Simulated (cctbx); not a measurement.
# Resonant diffraction in CeSiW2O8

Space group P1 (no. 1), a = 4.9980 Å, b = 6.1030 Å, c = 6.3569 Å, α = 118.24°, β = 106.91°, γ = 92.05°.

| atom | mult. | x | y | z | Ueq (Å²) |
| --- | --- | --- | --- | --- | --- |
| W1 | 1 | 0.2712 | 0.6251 | 0.3815 | 0.0072 |
| W2 | 1 | 0.7907 | 0.9669 | 0.4080 | 0.0064 |
| Ce1 | 1 | 0.5869 | 0.2101 | 0.9279 | 0.0066 |
| Si1 | 1 | 0.9936 | 0.6833 | 0.8540 | 0.0115 |
| O1 | 1 | 0.8882 | 0.5981 | 0.2119 | 0.0115 |
| O2 | 1 | 0.6521 | 0.8280 | 0.6135 | 0.0145 |
| O3 | 1 | 0.7874 | 0.2839 | 0.6878 | 0.0150 |
| O4 | 1 | 0.7746 | 0.0595 | 0.1794 | 0.0117 |
| O5 | 1 | 0.1761 | 0.9955 | 0.6079 | 0.0139 |
| O6 | 1 | 0.3939 | 0.7763 | 0.2189 | 0.0118 |
| O7 | 1 | 0.2353 | 0.5383 | 0.6064 | 0.0111 |
| O8 | 1 | 0.3026 | 0.3244 | 0.1636 | 0.0118 |

The model was made for the exercise: a known structure type with other elements put in, its volume estimated, not relaxed; displacement parameters are assumed.

Calculated with cctbx: free-atom f′ and f″ from the Sasaki tables, no fine structure; amplitudes in electrons.

How do |F(hkl)| and |F(−h−k−l)| change across the W L3 edge?

```text
E (eV)    f'(W)   f''           |F|1 1 0        |F|0 0 1        |F|0 1 0       |F|1 -1 1
   9607   -8.78   4.19      156.7/ 157.3     71.9/  69.2     28.2/  36.4    132.7/ 137.8
   9957  -10.59   3.96      153.6/ 154.1     68.1/  65.6     27.1/  34.7    130.3/ 134.9
  10087  -12.13   3.87      150.8/ 151.4     65.0/  62.6     26.0/  33.4    128.1/ 132.5
  10147  -13.49   3.84      148.4/ 149.1     62.3/  59.9     25.1/  32.4    126.2/ 130.4
  10177  -14.92   3.82      145.8/ 146.6     59.4/  57.1     24.1/  31.3    124.2/ 128.3
  10192  -16.35   3.81      143.3/ 144.1     56.6/  54.3     23.1/  30.3    122.2/ 126.1
  10199  -17.62   3.80      141.0/ 141.9     54.1/  51.8     22.3/  29.4    120.4/ 124.2
  10203  -18.99   3.80      138.6/ 139.5     51.4/  49.1     21.5/  28.5    118.5/ 122.1
  10211  -19.47  10.49      137.7/ 141.9     50.6/  52.0     26.6/  24.0    123.2/ 118.6
  10215  -17.85  10.48      140.6/ 144.7     53.8/  54.9     27.4/  25.2    125.3/ 121.1
  10222  -16.44  10.46      143.2/ 147.1     56.6/  57.5     28.1/  26.3    127.2/ 123.2
  10237  -14.91  10.43      145.9/ 149.7     59.6/  60.3     28.9/  27.6    129.3/ 125.6
  10267  -13.39  10.36      148.6/ 152.2     62.5/  63.1     29.8/  28.8    131.3/ 128.0
  10357  -11.47  10.15      152.0/ 155.4     66.2/  66.6     30.9/  30.4    133.9/ 130.9
  10607   -9.43   9.63      155.6/ 158.7     70.1/  70.3     32.0/  32.1    136.5/ 134.1
```

The edge is at 10207 eV. f′ of W falls from -12.1 e at 10087 eV to -19.0 e at 4 eV below it, and f″ steps from 3.80 to 10.48 e across it. Over that approach |F| changes by -8 % (1 1 0), -21 % (0 0 1), -17 % (0 1 0) and -7 % (1 -1 1): a reflection falls where W scatters in phase with the total and rises where it scatters against it; it hardly moves where the W term is small or cancels by symmetry or lies in quadrature to the total. The f″ term interferes with the normal scattering with opposite sign for the two Friedel mates. The largest Friedel difference in the scan is 28.0 % of the mean (0 1 0, at 10203 eV).

[Logs are printed without paths, hosts, clocks, repeated set-up lines and the standing remarks that a program may print on its own settings, such as how far it seeks lower states.]
